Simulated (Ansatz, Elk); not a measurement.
# How far do independent atoms describe Mg5Zr?

Structure refinements treat a crystal as free atoms side by side. For a made-up structure of Mg5Zr (cell and positions from a PBE relaxation) the runs below show what the calculated density changes in F(hkl).

Program: Elk 11.2.3 (patched build). Level of theory: DFT, PBE, all-electron APW+lo, Dirac cores, scalar-relativistic bands, static density, no spin. Results are calculated unless marked as measured.

The structure was built from a prototype and need not be the compound's stable phase.

### 1. The structure

Symmetry: F-43m, No. 216, cubic system. Conventional cell: a = 8.178 Å, b = 8.178 Å, c = 8.178 Å, α = 90.00°, β = 90.00°, γ = 90.00°. Nearest to Zr lie 16 Mg at 3.39 to 3.54 Å. Mg has 9 Mg at 2.87 to 3.39 Å and 3 Zr at 3.39 Å nearest. Nearest to Mg lie 12 Mg at 3.39 Å and 4 Zr at 3.54 Å. Farther neighbours are not listed.

### 2. Ground state and structure factors

An all-electron density is needed, since X-rays see the cores too. Task 0 finds the density and task 195 Fourier-transforms it; tshift is off so that phases refer to the origin typed.

Contents of elk.in:

```
tasks
  0
  195

xctype
  20

spinpol
  .false.

rgkmax
  7.0

gmaxvr
  14.0

lmaxo
  7

lmaxapw
  8

swidth
  0.002

tshift
  .false.

ramdisk
  .false.

hmaxvr
  5.5

maxscl
  120

epspot
  1e-06

sppath
  './'

avec
  0.00000000000 7.72704524125 7.72704524125
  7.72704524125 0.00000000000 7.72704524125
  7.72704524125 7.72704524125 0.00000000000

atoms
  2
  'Zr.in'
  1
  -0.0000000000 0.0000000000 0.0000000000   0.000000 0.000000 0.000000
  'Mg.in'
  5
  0.6258560466 0.6258560466 0.1224318603   0.000000 0.000000 0.000000
  0.6258560466 0.1224318603 0.6258560466   0.000000 0.000000 0.000000
  0.6258560466 0.6258560466 0.6258560466   0.000000 0.000000 0.000000
  0.1224318603 0.6258560466 0.6258560466   0.000000 0.000000 0.000000
  0.2500000000 0.2500000000 0.2500000000   0.000000 0.000000 0.000000

ngridk
  5 5 5
```

Launch:

```console
$ OMP_NUM_THREADS=4 elk
```

Numbers of over 12 decimals in the logs are rounded to 6 here.

The program printed:

```text
┌─────────────────────────┐
│ Elk code version 11.2.3 │
└─────────────────────────┘

All units are atomic (Hartree, Bohr, etc.)

┌─────────────────────────────────────────────────┐
│ Ground-state run starting from atomic densities │
└─────────────────────────────────────────────────┘

Lattice vectors :
   0.000000000       7.727045241       7.727045241
   7.727045241       0.000000000       7.727045241
   7.727045241       7.727045241       0.000000000

Reciprocal lattice vectors :
 -0.4065710185      0.4065710185      0.4065710185
  0.4065710185     -0.4065710185      0.4065710185
  0.4065710185      0.4065710185     -0.4065710185

Unit cell volume      :    922.7209064
Brillouin zone volume :   0.2688247461

Muffin-tin inner radius fraction :   0.1000000000E-01

Nuclei treated as point charges

Species : 1 (Zr)
 parameters loaded from : Zr.in
 name : zirconium
 nuclear charge    :   -40.00000000
 electronic charge :    40.00000000
 atomic mass :    166291.1793
 muffin-tin radius :    2.600000000
 number of radial points in muffin-tin :   1193
 inner part over the whole radius :   0.9967875514E-02
 number on inner part of muffin-tin    :    848
 approximate nuclear radius :   0.8202877663E-04
 number of mesh points to nuclear radius :    417
 atomic positions (lattice), magnetic fields (Cartesian) :
  1 :   0.00000000  0.00000000  0.00000000    0.00000000  0.00000000  0.00000000

Species : 2 (Mg)
 parameters loaded from : Mg.in
 name : magnesium
 nuclear charge    :   -12.00000000
 electronic charge :    12.00000000
 atomic mass :    44305.30466
 muffin-tin radius :    2.200000000
 number of radial points in muffin-tin :    793
 inner part over the whole radius :   0.9941530515E-02
 number on inner part of muffin-tin    :    552
 approximate nuclear radius :   0.5710277704E-04
 number of mesh points to nuclear radius :    241
 atomic positions (lattice), magnetic fields (Cartesian) :
  1 :   0.62585605  0.62585605  0.12243186    0.00000000  0.00000000  0.00000000
  2 :   0.62585605  0.12243186  0.62585605    0.00000000  0.00000000  0.00000000
  3 :   0.62585605  0.62585605  0.62585605    0.00000000  0.00000000  0.00000000
  4 :   0.12243186  0.62585605  0.62585605    0.00000000  0.00000000  0.00000000
  5 :   0.25000000  0.25000000  0.25000000    0.00000000  0.00000000  0.00000000

Total number of atoms per unit cell :    6
Total muffin-tin volume :    296.6333671
 ratio of muffin-tin to unit cell volume :   0.3214768031

Spin treatment :
 spin-unpolarised

Number of Bravais lattice symmetries :   48
Number of crystal symmetries         :   24
Crystal has no inversion symmetry
Complex Hermitian eigensolver will be used

k-point grid :      5     5     5
k-point offset :    0.000000000       0.000000000       0.000000000
k-point set is reduced with full crystal symmetry group
Total number of k-points :       14

Muffin-tin radius times maximum |G+k| :    7.000000000
 using average radius
Maximum |G+k| for APW functions       :    3.088235294
Maximum (1/2)|G+k|²                   :    4.768598616
Maximum |G| for potential and density :    14.00000000
Constant for pseudocharge density :    9
 order of it for each species :   16  16
 order of it for pair densities of each species (exact exchange by exxq0 0: 17) :   13   9
Radial integration step length :    1

G-vector grid sizes :     49    49    49
Number of G-vectors :    42735

Maximum angular momentum used for
 APW functions            :    8
 outer part of muffin-tin :    7
 inner part of muffin-tin :    2

Total nuclear charge    :   -100.0000000
Total core charge       :    38.00000000
Total valence charge    :    62.00000000
Total excess charge     :    0.000000000
Total electronic charge :    100.0000000

Effective Wigner radius, rₛ :    1.301149654

Number of empty states         :     24
Total number of valence states :     56
Total number of core states    :     38

Third-order local-orbitals added for an l without core states : T
Total number of local-orbitals :     68

[...]
electron-nuclear            :     -10055.581812637
 Hartree                     :      1465.4805519539
 Madelung                    :     -5558.9588096633
 xc potential                :     -254.68093877134
 exchange                    :     -192.22640486883
 correlation                 :     -4.303130
 electron entropic           :    -0.15684815861799E-02
 total energy                :     -4602.6040177925

Density of states at Fermi energy :    104.8677543
 (states/Hartree/unit cell)

Estimated indirect band gap :   0.9366219683E-02
 from k-point 13 to k-point 11
Estimated direct band gap   :   0.9652376968E-02
 at k-point 13

Charges :
 core                        :    38.00000000
 valence                     :    62.00000000
 interstitial                :    9.850070985
 muffin-tins (core leakage)
  species : 1 (Zr)
[...]
species : 2 (Mg)
[...]
total in muffin-tins        :    90.14992902
 total calculated charge     :    99.99997497
 total charge                :    100.0000000
 error                       :   0.2502673392E-04

RMS change in Kohn-Sham potential (target) :   0.6657081994     (  0.1000000000E-05)
Absolute change in total energy (target)   :    1.279687775     (  0.1000000000E-03)

[... loops 3 to 13 left out ...]

┌──────────────────┐
│ Loop number : 14 │
└──────────────────┘

Energies :
 Fermi                       :     0.162268
 sum of occupied eigenvalues :     -2666.0817228946
 electron kinetic            :      4721.7665818546
 core electron kinetic       :      4325.6723664336
 Coulomb                     :     -9126.0478746093
 Coulomb potential           :     -7132.8125920901
 nuclear-nuclear             :     -536.11936860803
 electron-nuclear            :     -10056.969788137
 Hartree                     :      1467.0412821359
 Madelung                    :     -5559.6415785643
 xc potential                :     -255.03571265908
 exchange                    :     -192.25607679508
 correlation                 :     -4.303664
 electron entropic           :    -0.19734273165754E-02
 total energy                :     -4600.8430069328

Density of states at Fermi energy :    138.4029509
 (states/Hartree/unit cell)

Estimated indirect band gap :   0.6407224475E-02
 from k-point 14 to k-point 10
Estimated direct band gap   :   0.8709018451E-02
 at k-point 14

Charges :
 core                        :    38.00000000
 valence                     :    62.00000000
 interstitial                :    9.759860026
 muffin-tins (core leakage)
  species : 1 (Zr)
[...]
species : 2 (Mg)
[...]
total in muffin-tins        :    90.24013997
 total calculated charge     :    99.99997532
 total charge                :    100.0000000
 error                       :   0.2467647819E-04

RMS change in Kohn-Sham potential (target) :   0.5339006979E-06 (  0.1000000000E-05)
Absolute change in total energy (target)   :   0.1312883251E-04 (  0.1000000000E-03)

Convergence targets achieved

┌──────────────────┐
│ Loop number : 15 │
└──────────────────┘

Energies :
 Fermi                       :     0.162268
 sum of occupied eigenvalues :     -2666.0817316896
 electron kinetic            :      4721.7665864637
 core electron kinetic       :      4325.6723670077
 Coulomb                     :     -9126.0478862197
 Coulomb potential           :     -7132.8125755115
 nuclear-nuclear             :     -536.11936860803
 electron-nuclear            :     -10056.969828519
 Hartree                     :      1467.0413109070
 Madelung                    :     -5559.6415984639
 xc potential                :     -255.03574264179
 exchange                    :     -192.25607760307
 correlation                 :     -4.303664
 electron entropic           :    -0.19734321481175E-02
 total energy                :     -4600.8430147513

Density of states at Fermi energy :    138.4034010
 (states/Hartree/unit cell)

Estimated indirect band gap :   0.6407169538E-02
 from k-point 14 to k-point 10
Estimated direct band gap   :   0.8708977819E-02
 at k-point 14

Charges :
 core                        :    38.00000000
 valence                     :    62.00000000
 interstitial                :    9.759858922
 muffin-tins (core leakage)
  species : 1 (Zr)
[...]
species : 2 (Mg)
[...]
atom 3                    :    10.53493375     ( -0.9828258829E-07)
   atom 4                    :    10.53493375     ( -0.9828258829E-07)
   atom 5                    :    10.40891156     ( -0.9828258740E-07)
 total in muffin-tins        :    90.24014108
 total calculated charge     :    99.99997532
 total charge                :    100.0000000
 error                       :   0.2467649657E-04

┌──────────────────────────────┐
│ Self-consistent loop stopped │
└──────────────────────────────┘

Wrote STATE.OUT
```

It took 30 s on 4 threads of Intel Xeon Platinum 8488C (Sapphire Rapids), shared host; peak memory 0.26 GiB; 72 s of CPU time.

SFACRHO.OUT:

```text

h k l indices transformed by vhmat matrix:
   1.000000000       0.000000000       0.000000000    
   0.000000000       1.000000000       0.000000000    
   0.000000000       0.000000000       1.000000000    

      h      k      l  multipl.   |H|            Re(F)            Im(F)           |F|

      0      0      0      1   0.0000000       99.999999      0.72895657E-16   99.999999    
      0      1      0      4  0.70420166       21.698084      -4.6484932       22.190433    
      0     -1      0      4  0.70420166       21.698084       4.6484932       22.190433    
      1      0      1      6  0.81314204       24.783350     -0.12865142E-09   24.783350    
     -2     -1     -1     12   1.1499565       41.588328     -0.45505528E-10   41.588328    
      1      0      2     12   1.3484435       43.356597      -20.787978       48.082580    
     -2     -1      0     12   1.3484435       43.356597       20.787978       48.082580    
      0     -2      0      4   1.4084033       22.285194      -33.902183       40.570776    
      0      0      2      4   1.4084033       22.285194       33.902183       40.570776    
      0     -2     -2      6   1.6262841       5.1183893      0.20409202E-07   5.1183893    
      2     -1      0     12   1.7722020       17.069903      -2.9587468       17.324427    
      0      1     -2     12   1.7722020       17.069903       2.9587468       17.324427    
     -2     -1      1     24   1.8182409       20.769079     -0.10682293E-09   20.769079    
      1      1     -2     12   1.9917831       34.594430      0.64188335       34.600385    
      3      0      1     12   1.9917831       34.594430     -0.64188335       34.600385    
      3      0      0      4   2.1126050       37.151223      -16.953813       40.836811    
     -3     -2      0     12   2.1126050       36.296968      -17.820026       40.435420    
     -3     -3     -1     12   2.1126050       36.296968       17.820025       40.435420
```

Elk indexes on the primitive cell of elk.in and gives |H| = 4π sin θ/λ in inverse bohr. Below, one row stands for each form hkl of the conventional cell (m members, Friedel mates merged), F is for one primitive cell and the density is static (no thermal factor). Free-atom factors are Waasmaier and Kirfel's, and R is Σm||F|−|F'||/Σm|F|.

| hkl | m | sin θ/λ (Å⁻¹) | abs F, DFT | neutral atoms | diff. | abs of complex diff. |
| --- | --- | --- | --- | --- | --- | --- |
| 111 | 8 | 0.106 | 22.190 | 22.113 | +0.077 | 0.136 |
| 200 | 6 | 0.122 | 24.783 | 24.719 | +0.064 | 0.064 |
| 220 | 12 | 0.173 | 41.588 | 41.755 | -0.167 | 0.167 |
| 311 | 24 | 0.203 | 48.083 | 48.369 | -0.287 | 0.288 |
| 222 | 8 | 0.212 | 40.571 | 40.888 | -0.318 | 0.395 |
| 400 | 6 | 0.245 | 5.118 | 4.971 | +0.147 | 0.147 |
| 331 | 24 | 0.267 | 17.324 | 17.303 | +0.022 | 0.022 |
| 420 | 24 | 0.273 | 20.769 | 20.738 | +0.032 | 0.032 |
| 422 | 24 | 0.299 | 34.600 | 34.577 | +0.023 | 0.023 |
| 333 | 8 | 0.318 | 40.837 | 40.814 | +0.023 | 0.023 |
| 511 | 24 | 0.318 | 40.435 | 40.390 | +0.046 | 0.051 |
| 440 | 12 | 0.346 | 59.746 | 59.708 | +0.038 | 0.038 |
| 531 | 48 | 0.362 | 15.869 | 15.823 | +0.046 | 0.046 |
| 442 | 24 | 0.367 | 17.801 | 17.762 | +0.039 | 0.040 |
| 600 | 6 | 0.367 | 18.959 | 18.899 | +0.060 | 0.060 |
| 620 | 24 | 0.387 | 30.404 | 30.353 | +0.051 | 0.051 |
| 533 | 24 | 0.401 | 35.619 | 35.596 | +0.023 | 0.027 |
| 622 | 24 | 0.406 | 29.988 | 29.983 | +0.006 | 0.058 |

### 3. The highest occupied states alone

An energy window below the Fermi level keeps the highest occupied states, to see at which angles they scatter; shallow core shells can lie inside it and anion s states outside. No new self-consistency is needed.

Edit elk.in of step 2 so:

```diff
@@ -1,3 +1,2 @@
 tasks
-  0
   195
@@ -40,2 +39,5 @@
 
+wsfac
+  -0.388970 0.462270
+
 sppath
```

Launch:

```console
$ OMP_NUM_THREADS=4 elk
```

The program printed:

```text
┌─────────────────────────────────┐
│ Elk code version 11.2.3 started │
└─────────────────────────────────┘

Info(readinput): the functional depends on the density's gradient
 muffin-tin radial points multiplied by    2.00000
 (not where nrmtscf is given)

┌────────────────────┐
│ Current task : 195 │
└────────────────────┘

Info(sfacrho): density structure factors written to SFACRHO.OUT

 Energy window :  -0.3889700000      0.4622700000

┌──────────────────┐
│ Elk code stopped │
└──────────────────┘
```

Wall time 9.6 s (4 threads); peak memory 0.16 GiB.

States within 15 eV below the Fermi level hold 14.00 electrons; any levels below the window count with the cores. Their amplitudes can exceed the total, where window and core parts have opposite phase:

```csv
hkl,sin θ/λ (Å⁻¹),"abs F, window","abs F, all"
111,0.106,0.830,22.190
200,0.122,0.803,24.783
220,0.173,0.493,41.588
311,0.203,0.155,48.083
222,0.212,0.508,40.571
400,0.245,0.409,5.118
331,0.267,0.190,17.324
420,0.273,0.176,20.769
422,0.299,0.065,34.600
333,0.318,0.051,40.837
```

### 4. Another functional

The difference from free atoms is small, so it is set against the change that LDA (Perdew-Wang) makes.

Edit elk.in of step 3 so:

```diff
@@ -1,2 +1,3 @@
 tasks
+  0
   195
@@ -4,3 +5,3 @@
 xctype
-  20
+  3
 
@@ -39,5 +40,2 @@
 
-wsfac
-  -0.388970 0.462270
-
 sppath
```

Launch:

```console
$ OMP_NUM_THREADS=4 elk
```

The program printed:

```text
┌─────────────────────────┐
│ Elk code version 11.2.3 │
└─────────────────────────┘

All units are atomic (Hartree, Bohr, etc.)

┌─────────────────────────────────────────────────┐
│ Ground-state run starting from atomic densities │
└─────────────────────────────────────────────────┘

Lattice vectors :
   0.000000000       7.727045241       7.727045241
   7.727045241       0.000000000       7.727045241
   7.727045241       7.727045241       0.000000000

Reciprocal lattice vectors :
 -0.4065710185      0.4065710185      0.4065710185
[...]
valence                     :    62.00000000
 interstitial                :    9.669230595
 muffin-tins (core leakage)
  species : 1 (Zr)
[...]
species : 2 (Mg)
[...]
atom 4                    :    10.54798654     ( -0.1573064650E-05)
   atom 5                    :    10.42265461     ( -0.1573064652E-05)
 total in muffin-tins        :    90.33076941
 total calculated charge     :    99.99998810
 total charge                :    100.0000000
 error                       :   0.1190436986E-04

┌──────────────────────────────┐
│ Self-consistent loop stopped │
└──────────────────────────────┘

Wrote STATE.OUT
[key lines of the parts left out:]
total energy                :     -4592.8621281054
```

Elapsed: 22 s, on 4 threads; peak memory 0.2 GiB; 57 s of CPU time.

Against the first run R = 0.07 %; the largest change is -0.083 at 440.

### 5. Basis size

The basis and the expansions that go with it are enlarged, to see whether the differences are converged.

Edit elk.in of step 4 so:

```diff
@@ -5,3 +5,3 @@
 xctype
-  3
+  20
 
@@ -11,12 +11,12 @@
 rgkmax
-  7.0
+  8.5
 
 gmaxvr
-  14.0
+  18.0
 
 lmaxo
-  7
+  9
 
 lmaxapw
-  8
+  10
```

Launch:

```console
$ OMP_NUM_THREADS=4 elk
```

The program printed:

```text
┌─────────────────────────┐
│ Elk code version 11.2.3 │
└─────────────────────────┘

All units are atomic (Hartree, Bohr, etc.)

┌─────────────────────────────────────────────────┐
│ Ground-state run starting from atomic densities │
└─────────────────────────────────────────────────┘

Lattice vectors :
   0.000000000       7.727045241       7.727045241
   7.727045241       0.000000000       7.727045241
   7.727045241       7.727045241       0.000000000

Reciprocal lattice vectors :
 -0.4065710185      0.4065710185      0.4065710185
[...]
valence                     :    62.00000000
 interstitial                :    9.754181443
 muffin-tins (core leakage)
  species : 1 (Zr)
[...]
species : 2 (Mg)
[...]
atom 4                    :    10.53562759     ( -0.9828259007E-07)
   atom 5                    :    10.40965299     ( -0.9828258740E-07)
 total in muffin-tins        :    90.24581856
 total calculated charge     :    99.99999770
 total charge                :    100.0000000
 error                       :   0.2295693378E-05

┌──────────────────────────────┐
│ Self-consistent loop stopped │
└──────────────────────────────┘

Wrote STATE.OUT
[key lines of the parts left out:]
total energy                :     -4600.8484092286
```

Wall time 89 s (4 threads); peak memory 0.5 GiB; 3.8 min of CPU time.

Against the first run R = 0.00 %; the largest change is -0.002 at 800.

### 6. Settings against the effect

```csv
run,R against the first run (%),"R against neutral atoms, low angle (%)",wall time
"PBE, rgkmax 7",0.00,0.37,30 s
LDA (Perdew-Wang),0.07,0.36,22 s
rgkmax 8.5 with larger expansions,0.00,0.37,89 s
```

### 7. Results

```
R against neutral atoms, sin θ/λ < 0.3 Å⁻¹ : 0.37 %
R against neutral atoms, 0.3 to 0.82 Å⁻¹   : 0.15 %
```

In words: Independent neutral atoms miss the calculated amplitudes by R = 0.37 % below 0.3 Å⁻¹ and 0.15 % from there to 0.82 Å⁻¹; by shells, 0.31 % below 0.15 Å⁻¹ (2 forms), 0.38 % 0.15 to 0.3 (7 forms), 0.15 % 0.3 to 0.45 (13 forms), 0.15 % above 0.45 (73 forms). Bonding, aspherical density and the tables' own atoms all enter these figures, and the runs don't part them. The largest change of an amplitude is -0.32 electrons, at 222. R counts amplitudes alone; phases shift too. The window's part falls from 14.0 electrons at the origin to at most 0.22 between 0.45 and 0.82 Å⁻¹. Below 0.3 Å⁻¹ the changes that finished (LDA (Perdew-Wang) and rgkmax 8.5 with larger expansions) move F by R = 0.03 % at most, against the 0.37 % that separates it from free atoms. The k-mesh has no finished test. Part of the difference isn't bonding: the tables are fits to free atoms and ions calculated by other methods than this functional. Thermal motion, anomalous dispersion and extinction are left out.

[Logs are printed without paths, hosts, clocks, repeated set-up lines and the standing remarks that a program may print on its own settings, such as how far it seeks lower states.]

[Hosts, paths, dates, database ids (printed as entryN), source tags and the programs' standing remarks are cut or masked in the printed files.]
